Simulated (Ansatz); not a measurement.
Rows from a G0W0 calculation on GaN (P6_3mc) (Ansatz 0.2.0; G0W0 on PBE, plane waves, PAW; 6×6×4 mesh, 293 empty bands, screening to 200 eV), in eV. Spin-orbit coupling is left out.

The database entry behind the starting cell has ideal inner coordinates that were not refined, so it need not match the best structure at ambient conditions.

| row | Σx | Σc | Vxc | Z |
| --- | --- | --- | --- | --- |
| A | -23.85 | 2.86 | -20.22 | 0.77 |
| B | -11.53 | -3.86 | -15.76 | 0.80 |
| C | -10.17 | -4.62 | -15.28 | 0.81 |

Which rows are filled states and which are empty ones, and how can one tell?

Filled: A. Empty: B and C. The sign of Σc tells: for a filled state bare exchange, which holds its interaction with itself, lies below Vxc (Σx − Vxc is -3.6 eV or lower here) and screening gives part back as a positive Σc. For an empty state Σx lies above Vxc (+4.2 eV or more) and the Coulomb hole leaves Σc negative.

[Runs of the session that timed out or met a known fault of the program may be left out.]

[Cells called generated may have been cut or substituted from an entry of the Crystallography Open Database or the Materials Project.]

[Hosts, paths, dates, database ids (printed as entryN), source tags and the programs' standing remarks are cut or masked in the printed files.]
